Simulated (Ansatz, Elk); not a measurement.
**Bonding as seen by X-rays: LaNiHg6**

The structure of LaNiHg6 used here is made up (a known structure type with other elements) and was relaxed beforehand with PBEsol. The aim is the Fourier transform of its all-electron density, F(hkl), set beside the sum over free spherical atoms that refinements use.

Program: Elk 11.2.3 (patched build). Level of theory: DFT, PBE, all-electron APW+lo, Dirac cores, scalar-relativistic bands, static density, no spin. Results are calculated unless marked as measured.

The structure was built from a prototype and need not be the compound's stable phase.

## (1) Set-up

It takes space group Amm2 (No. 38, orthorhombic). Conventional cell: a = 4.766 Å, b = 5.662 Å, c = 13.427 Å, α = 90.00°, β = 90.00°, γ = 90.00°. Hg has 8 Hg at 3.01 to 3.32 Å and 2 La at 3.17 Å nearest. Hg has 4 Hg at 3.01 to 3.03 Å nearest. Nearest to Hg lie 2 Ni at 2.79 Å and 6 Hg at 2.80 to 3.32 Å and 2 La at 3.22 Å. Nearest to Hg lie 1 Ni at 2.70 Å and 6 Hg at 2.75 to 3.04 Å. La has 2 Ni at 3.09 Å and 6 Hg at 3.17 to 3.22 Å nearest. Nearest to Ni lie 6 Hg at 2.70 to 2.79 Å and 2 La at 3.09 Å. Farther neighbours are not listed.

## (2) Ground state and structure factors

An all-electron density is needed, since X-rays see the cores too. Task 0 finds the density and task 195 Fourier-transforms it; tshift is off so that phases refer to the origin typed.

Input file elk.in:

```
tasks
  0
  195

xctype
  20

spinpol
  .false.

rgkmax
  7.0

gmaxvr
  14.0

lmaxo
  7

lmaxapw
  8

swidth
  0.002

tshift
  .false.

ramdisk
  .false.

hmaxvr
  5.5

maxscl
  120

epspot
  1e-06

sppath
  './'

avec
  9.00652045339 0.00000000000 0.00000000000
  0.00000000000 5.35005945556 12.68664589136
  0.00000000000 -5.35005945556 12.68664589136

atoms
  3
  'Hg.in'
  6
  0.0000000000 0.8581338744 0.8581338744   0.000000 0.000000 0.000000
  0.0000000000 0.2822802372 0.2822802372   0.000000 0.000000 0.000000
  0.0000000000 0.3296115702 0.8347322146   0.000000 0.000000 0.000000
  -0.0000000000 0.8347322146 0.3296115702   0.000000 0.000000 0.000000
  0.5000000000 0.1984068773 0.6840395052   0.000000 0.000000 0.000000
  0.5000000000 0.6840395052 0.1984068773   0.000000 0.000000 0.000000
  'La.in'
  1
  0.5000000000 0.7029574542 0.7029574542   0.000000 0.000000 0.000000
  'Ni.in'
  1
  0.5000000000 0.1105382671 0.1105382671   0.000000 0.000000 0.000000

ngridk
  5 5 5
```

Launch:

```sh
OMP_NUM_THREADS=4 elk
```

Numbers of over 12 decimals in the logs are rounded to 6 here.

The program printed:

```text
┌─────────────────────────┐
│ Elk code version 11.2.3 │
└─────────────────────────┘

All units are atomic (Hartree, Bohr, etc.)

┌─────────────────────────────────────────────────┐
│ Ground-state run starting from atomic densities │
└─────────────────────────────────────────────────┘

Lattice vectors :
   9.006520453       0.000000000       0.000000000
   0.000000000       5.350059456       12.68664589
   0.000000000      -5.350059456       12.68664589

Reciprocal lattice vectors :
  0.6976262742       0.000000000      -0.000000000
  -0.000000000      0.5872070544      0.2476298842
   0.000000000     -0.5872070544      0.2476298842

Unit cell volume      :    1222.622719
Brillouin zone volume :   0.2028836938

Muffin-tin inner radius fraction :   0.1000000000E-01

Nuclei treated as point charges

Species : 1 (Hg)
 parameters loaded from : Hg.in
 name : mercury
 nuclear charge    :   -80.00000000
 electronic charge :    80.00000000
 atomic mass :    365653.2015
 muffin-tin radius :    2.573163433
 number of radial points in muffin-tin :   1393
 inner part over the whole radius :   0.9916191687E-02
 number on inner part of muffin-tin    :    998
 approximate nuclear radius :   0.1038385165E-03
 number of mesh points to nuclear radius :    527
 atomic positions (lattice), magnetic fields (Cartesian) :
  1 :   0.00000000  0.85813387  0.85813387    0.00000000  0.00000000  0.00000000
  2 :   0.00000000  0.28228024  0.28228024    0.00000000  0.00000000  0.00000000
  3 :   0.00000000  0.32961157  0.83473221    0.00000000  0.00000000  0.00000000
  4 :   0.00000000  0.83473221  0.32961157    0.00000000  0.00000000  0.00000000
  5 :   0.50000000  0.19840688  0.68403951    0.00000000  0.00000000  0.00000000
  6 :   0.50000000  0.68403951  0.19840688    0.00000000  0.00000000  0.00000000

Species : 2 (La)
 parameters loaded from : La.in
 name : lanthanum
 nuclear charge    :   -57.00000000
 electronic charge :    57.00000000
 atomic mass :    253209.2366
 muffin-tin radius :    2.800000000
 number of radial points in muffin-tin :   1393
 inner part over the whole radius :   0.9924947902E-02
 number on inner part of muffin-tin    :    996
 approximate nuclear radius :   0.9226798129E-04
 number of mesh points to nuclear radius :    505
 atomic positions (lattice), magnetic fields (Cartesian) :
  1 :   0.50000000  0.70295745  0.70295745    0.00000000  0.00000000  0.00000000

Species : 3 (Ni)
 parameters loaded from : Ni.in
 name : nickel
 nuclear charge    :   -28.00000000
 electronic charge :    28.00000000
 atomic mass :    106991.5231
 muffin-tin radius :    2.400000000
 number of radial points in muffin-tin :    993
 inner part over the whole radius :   0.9944305101E-02
 number on inner part of muffin-tin    :    701
 approximate nuclear radius :   0.7325707712E-04
 number of mesh points to nuclear radius :    335
 atomic positions (lattice), magnetic fields (Cartesian) :
  1 :   0.50000000  0.11053827  0.11053827    0.00000000  0.00000000  0.00000000

Total number of atoms per unit cell :    8
Total muffin-tin volume :    578.0535340
 ratio of muffin-tin to unit cell volume :   0.4727979654

Spin treatment :
 spin-unpolarised

Number of Bravais lattice symmetries :    8
Number of crystal symmetries         :    4
Crystal has no inversion symmetry
Complex Hermitian eigensolver will be used

k-point grid :      5     5     5
k-point offset :    0.000000000       0.000000000       0.000000000
k-point set is reduced with full crystal symmetry group
Total number of k-points :       45

Muffin-tin radius times maximum |G+k| :    7.000000000
 using average radius
Maximum |G+k| for APW functions       :    2.713312304
Maximum (1/2)|G+k|²                   :    3.681031830
Maximum |G| for potential and density :    14.00000000
Constant for pseudocharge density :   10
 order of it for each species :   17  17  17
 order of it for pair densities of each species (exact exchange by exxq0 0: 18) :   10  12   8
Radial integration step length :    1

[...]
total energy                :     -127992.43257149

Density of states at Fermi energy :    81.64226525
 (states/Hartree/unit cell)

Estimated indirect band gap :   0.1902343011E-02
 from k-point 30 to k-point 33
Estimated direct band gap   :   0.1022499386E-01
 at k-point 18

Charges :
 core                        :    430.0000000
 valence                     :    135.0000000
 interstitial                :    12.81143464
 muffin-tins (core leakage)
  species : 1 (Hg)
[...]
species : 2 (La)
[...]
species : 3 (Ni)
[...]
total in muffin-tins        :    552.1885654
 total calculated charge     :    564.9976201
 total charge                :    565.0000000
 error                       :   0.2379870186E-02

RMS change in Kohn-Sham potential (target) :   0.4864177496     (  0.1000000000E-05)
Absolute change in total energy (target)   :    2.421107518     (  0.1000000000E-03)

[... loops 3 to 18 left out ...]

┌──────────────────┐
│ Loop number : 19 │
└──────────────────┘

Energies :
 Fermi                       :     0.265448
 sum of occupied eigenvalues :     -78806.004878906
 electron kinetic            :      146778.18268552
 core electron kinetic       :      145328.74427924
 Coulomb                     :     -272257.31986592
 Coulomb potential           :     -222299.91142060
 nuclear-nuclear             :     -10891.723422460
 electron-nuclear            :     -300661.80146469
 Hartree                     :      39296.205021232
 Madelung                    :     -161107.36415562
 xc potential                :     -3284.2761438310
 exchange                    :     -2476.2601542339
 correlation                 :     -34.016266375983
 electron entropic           :    -0.11579285177977E-02
 total energy                :     -127989.41475893

Density of states at Fermi energy :    83.34558361
 (states/Hartree/unit cell)

Estimated indirect band gap :   0.3381409981E-02
 from k-point 12 to k-point 38
Estimated direct band gap   :   0.7720899940E-02
 at k-point 9

Charges :
 core                        :    430.0000000
 valence                     :    135.0000000
 interstitial                :    12.61170759
 muffin-tins (core leakage)
  species : 1 (Hg)
[...]
species : 2 (La)
[...]
species : 3 (Ni)
[...]
total in muffin-tins        :    552.3882924
 total calculated charge     :    564.9976634
 total charge                :    565.0000000
 error                       :   0.2336642125E-02

RMS change in Kohn-Sham potential (target) :   0.6774672208E-06 (  0.1000000000E-05)
Absolute change in total energy (target)   :   0.3022074816E-04 (  0.1000000000E-03)

Convergence targets achieved

┌──────────────────┐
│ Loop number : 20 │
└──────────────────┘

Energies :
 Fermi                       :     0.265448
 sum of occupied eigenvalues :     -78806.004828867
 electron kinetic            :      146778.18266386
 core electron kinetic       :      145328.74427315
 Coulomb                     :     -272257.31986233
 Coulomb potential           :     -222299.91145799
 nuclear-nuclear             :     -10891.723422460
 electron-nuclear            :     -300661.80141862
 Hartree                     :      39296.204978755
 Madelung                    :     -161107.36413333
 xc potential                :     -3284.2760347392
 exchange                    :     -2476.2601530847
 correlation                 :     -34.016266362101
 electron entropic           :    -0.11579276124189E-02
 total energy                :     -127989.41477584

Density of states at Fermi energy :    83.34548655
 (states/Hartree/unit cell)

Estimated indirect band gap :   0.3381421790E-02
 from k-point 12 to k-point 38
Estimated direct band gap   :   0.7720910484E-02
 at k-point 12

Charges :
 core                        :    430.0000000
 valence                     :    135.0000000
 interstitial                :    12.61170794
 muffin-tins (core leakage)
  species : 1 (Hg)
[...]
atom 6                    :    78.44788044     (  0.2550656482E-03)
  species : 2 (La)
   atom 1                    :    54.55238912     (  0.2188132921E-03)
  species : 3 (Ni)
   atom 1                    :    27.16477274     (  0.2814346971E-03)
 total in muffin-tins        :    552.3882921
 total calculated charge     :    564.9976634
 total charge                :    565.0000000
 error                       :   0.2336642281E-02

┌──────────────────────────────┐
│ Self-consistent loop stopped │
└──────────────────────────────┘

Warning : core states of species 1 leak from the muffin-tin :   0.2553334401E-03

Warning : core states of species 2 leak from the muffin-tin :   0.2188132921E-03

Warning : core states of species 3 leak from the muffin-tin :   0.2814346971E-03

Wrote STATE.OUT
```

Elapsed: 3.8 min, on 4 threads of Intel Xeon Platinum 8488C (Sapphire Rapids), shared host; peak memory 0.41 GiB.

SFACRHO.OUT:

```text

h k l indices transformed by vhmat matrix:
   1.000000000       0.000000000       0.000000000    
   0.000000000       1.000000000       0.000000000    
   0.000000000       0.000000000       1.000000000    

      h      k      l  multipl.   |H|            Re(F)            Im(F)           |F|

      0      0      0      1   0.0000000       565.00000     -0.13946778E-15   565.00000    
      0      1      1      1  0.49525977       66.656009      -21.121221       69.922311    
      0     -1     -1      1  0.49525977       66.656009       21.121221       69.922311    
      0      0      1      2  0.63728540       33.084812      -14.397540       36.081767    
      0     -1      0      2  0.63728540       33.084812       14.397540       36.081767    
      1      0      0      2  0.69762627       73.394845      0.27387222E-13   73.394845    
     -1      1      1      2  0.85554933      -79.825791       72.291190       107.69481    
      1     -1     -1      2  0.85554933      -79.825791      -72.291190       107.69481    
     -1      0     -1      4  0.94488894       34.613159      -44.706764       56.539947    
     -1      0      1      4  0.94488894       34.613159       44.706764       56.539947    
      0      2      1      2  0.94694095     -0.21910413      -31.832512       31.833266    
      0     -2     -1      2  0.94694095     -0.21910413       31.832512       31.833266    
      0     -2     -2      1  0.99051954      -75.476650      -29.066502       80.880073    
      0      2      2      1  0.99051954      -75.476650       29.066502       80.880073    
      0     -1      1      2   1.1744141      -69.218108     -0.30231489E-14   69.218108    
     -1      2      1      4   1.1761716      -44.421452      -141.87806       148.66960    
     -1     -1     -2      4   1.1761716      -44.421452       141.87806       148.66960    
     -1     -2     -2      2   1.2115327      -90.416366      -374.10274       384.87398
```

Elk indexes on the primitive cell of elk.in and gives |H| = 4π sin θ/λ in inverse bohr. Below, one row stands for each form hkl of the conventional cell (m members, Friedel mates merged), F is for one primitive cell and the density is static (no thermal factor). Free-atom factors are Waasmaier and Kirfel's, and R is Σm||F|−|F'||/Σm|F|.

```csv
hkl,m,sin θ/λ (Å⁻¹),"abs F, DFT",neutral atoms,diff.,abs of complex diff.
002,2,0.074,69.922,70.372,-0.450,0.574
011,4,0.096,36.082,35.986,+0.096,0.116
100,2,0.105,73.395,74.155,-0.761,0.761
102,4,0.129,107.695,108.170,-0.476,0.560
111,8,0.142,56.540,56.855,-0.315,0.344
013,4,0.142,31.833,32.222,-0.389,0.395
004,2,0.149,80.880,80.639,+0.241,0.246
020,2,0.177,69.218,69.598,-0.380,0.380
113,8,0.177,148.670,148.731,-0.062,0.126
104,4,0.182,384.874,385.529,-0.655,0.680
022,4,0.192,291.891,292.378,-0.487,0.502
120,4,0.205,67.664,67.899,-0.235,0.235
015,4,0.206,169.964,170.179,-0.215,0.216
200,2,0.210,469.043,469.835,-0.792,0.792
122,8,0.218,339.999,340.627,-0.628,0.636
202,4,0.223,61.891,62.147,-0.256,0.256
006,2,0.223,214.297,214.730,-0.433,0.438
211,8,0.231,30.102,30.170,-0.068,0.085
024,4,0.231,64.975,65.023,-0.048,0.155
115,8,0.231,104.848,105.029,-0.181,0.253
106,4,0.247,82.506,82.795,-0.290,0.308
213,8,0.254,29.571,29.707,-0.136,0.189
```

## (3) The highest occupied states alone

An energy window below the Fermi level keeps the highest occupied states, to see at which angles they scatter; shallow core shells can lie inside it and anion s states outside. No new self-consistency is needed.

elk.in, as its differences from that of step 2:

```diff
@@ -1,3 +1,2 @@
 tasks
-  0
   195
@@ -40,2 +39,5 @@
 
+wsfac
+  -0.175540 0.565450
+
 sppath
```

Launch:

```sh
OMP_NUM_THREADS=4 elk
```

The program printed:

```text
┌─────────────────────────────────┐
│ Elk code version 11.2.3 started │
└─────────────────────────────────┘

Info(readinput): the functional depends on the density's gradient
 muffin-tin radial points multiplied by    2.00000
 (not where nrmtscf is given)

┌────────────────────┐
│ Current task : 195 │
└────────────────────┘
Info(checkmt): changed muffin-tin radius of species 1 (Hg) from   2.8000 to   2.5732

Info(sfacrho): density structure factors written to SFACRHO.OUT

 Energy window :  -0.1755400000      0.5654500000

┌──────────────────┐
│ Elk code stopped │
└──────────────────┘
```

Elapsed: 30 s, on 4 threads; peak memory 0.33 GiB; 47 s of CPU time.

States within 12 eV below the Fermi level hold 84.57 electrons; any levels below the window count with the cores, and a count that is not whole means the window cuts a band. Their amplitudes can exceed the total, where window and core parts have opposite phase:

| hkl | sin θ/λ (Å⁻¹) | abs F, window | abs F, all |
| --- | --- | --- | --- |
| 002 | 0.074 | 14.115 | 69.922 |
| 011 | 0.096 | 11.880 | 36.082 |
| 100 | 0.105 | 8.885 | 73.395 |
| 102 | 0.129 | 14.266 | 107.695 |
| 111 | 0.142 | 3.543 | 56.540 |
| 013 | 0.142 | 6.215 | 31.833 |
| 004 | 0.149 | 16.213 | 80.880 |
| 020 | 0.177 | 4.422 | 69.218 |
| 113 | 0.177 | 13.201 | 148.670 |
| 104 | 0.182 | 24.142 | 384.874 |

## (4) Another functional

The difference from free atoms is small, so it is set against the change that LDA (Perdew-Wang) makes.

elk.in, as its differences from that of step 3:

```diff
@@ -1,2 +1,3 @@
 tasks
+  0
   195
@@ -4,3 +5,3 @@
 xctype
-  20
+  3
 
@@ -39,5 +40,2 @@
 
-wsfac
-  -0.175540 0.565450
-
 sppath
```

Launch:

```sh
OMP_NUM_THREADS=4 elk
```

The program printed:

```text
┌─────────────────────────┐
│ Elk code version 11.2.3 │
└─────────────────────────┘

All units are atomic (Hartree, Bohr, etc.)

┌─────────────────────────────────────────────────┐
│ Ground-state run starting from atomic densities │
└─────────────────────────────────────────────────┘

Lattice vectors :
   9.006520453       0.000000000       0.000000000
   0.000000000       5.350059456       12.68664589
   0.000000000      -5.350059456       12.68664589

Reciprocal lattice vectors :
  0.6976262742       0.000000000      -0.000000000
[...]
species : 3 (Ni)
   atom 1                    :    27.17898160     (  0.2927476242E-03)
 total in muffin-tins        :    552.4175316
 total calculated charge     :    564.9976847
 total charge                :    565.0000000
 error                       :   0.2315305907E-02

┌──────────────────────────────┐
│ Self-consistent loop stopped │
└──────────────────────────────┘

Warning : core states of species 1 leak from the muffin-tin :   0.2483262161E-03

Warning : core states of species 2 leak from the muffin-tin :   0.2192121421E-03

Warning : core states of species 3 leak from the muffin-tin :   0.2927476242E-03

Wrote STATE.OUT
[key lines of the parts left out:]
total energy                :     -127915.99950249
```

Run time: 2.3 min. Hardware: 4 threads; peak memory 0.32 GiB.

Against the first run R = 0.01 %; the largest change is -0.046 at 040.

## (5) A coarser k-mesh

About half the k-points along each axis test the sampling.

elk.in, as its differences from that of step 4:

```diff
@@ -5,3 +5,3 @@
 xctype
-  3
+  20
 
@@ -66,2 +66,2 @@
 ngridk
-  5 5 5
+  2 2 2
```

Launch:

```sh
OMP_NUM_THREADS=4 elk
```

The program printed:

```text
┌─────────────────────────┐
│ Elk code version 11.2.3 │
└─────────────────────────┘

All units are atomic (Hartree, Bohr, etc.)

┌─────────────────────────────────────────────────┐
│ Ground-state run starting from atomic densities │
└─────────────────────────────────────────────────┘

Lattice vectors :
   9.006520453       0.000000000       0.000000000
   0.000000000       5.350059456       12.68664589
   0.000000000      -5.350059456       12.68664589

Reciprocal lattice vectors :
  0.6976262742       0.000000000      -0.000000000
[...]
species : 3 (Ni)
   atom 1                    :    27.15440891     (  0.2809040884E-03)
 total in muffin-tins        :    552.3740429
 total calculated charge     :    564.9973708
 total charge                :    565.0000000
 error                       :   0.2629174228E-02

┌──────────────────────────────┐
│ Self-consistent loop stopped │
└──────────────────────────────┘

Warning : core states of species 1 leak from the muffin-tin :   0.2556349478E-03

Warning : core states of species 2 leak from the muffin-tin :   0.2188217502E-03

Warning : core states of species 3 leak from the muffin-tin :   0.2809040884E-03

Wrote STATE.OUT
[key lines of the parts left out:]
total energy                :     -127989.40110885
```

It took 65 s on 4 threads; peak memory 0.4 GiB; 2.4 min of CPU time.

Against the first run R = 0.01 %; the largest change is +0.144 at 200.

## (6) Settings against the effect

| run | R against the first run (%) | R against neutral atoms, low angle (%) | wall time |
| --- | --- | --- | --- |
| PBE, rgkmax 7 | 0.00 | 0.21 | 3.8 min |
| LDA (Perdew-Wang) | 0.01 | 0.22 | 2.3 min |
| k-mesh 2×2×2 | 0.01 | 0.21 | 65 s |

## (7) Summary of results

| Property | Result |
| --- | --- |
| R against neutral atoms, sin θ/λ < 0.3 Å⁻¹ | 0.21 % |
| R against neutral atoms, 0.3 to 0.52 Å⁻¹ | 0.06 % |

**Reading.** Independent neutral atoms miss the calculated amplitudes by R = 0.21 % below 0.3 Å⁻¹ and 0.06 % from there to 0.52 Å⁻¹; by shells, 0.58 % below 0.15 Å⁻¹ (7 forms), 0.18 % 0.15 to 0.3 (27 forms), 0.05 % 0.3 to 0.45 (64 forms), 0.07 % above 0.45 (51 forms). Bonding, aspherical density and the tables' own atoms all enter these figures, and the runs don't part them. The largest change of an amplitude is -0.79 electrons, at 200. R counts amplitudes alone; phases shift too. The window's part falls from 84.6 electrons at the origin to at most 2.68 between 0.45 and 0.52 Å⁻¹, where compact states inside the window still scatter. Below 0.3 Å⁻¹ the changes that finished (LDA (Perdew-Wang) and k-mesh 2×2×2) move F by R = 0.02 % at most, against the 0.21 % that separates it from free atoms. The basis has no finished test. These runs have no spin, though d or f shells may be open. Spin-orbit coupling is left out, which can matter for elements this heavy. Part of the difference isn't bonding: the tables are fits to free atoms and ions calculated by other methods than this functional. Thermal motion, anomalous dispersion and extinction are left out.

[Logs are printed without paths, hosts, clocks, repeated set-up lines and the standing remarks that a program may print on its own settings, such as how far it seeks lower states.]

[Hosts, paths, dates, database ids (printed as entryN), source tags and the programs' standing remarks are cut or masked in the printed files.]
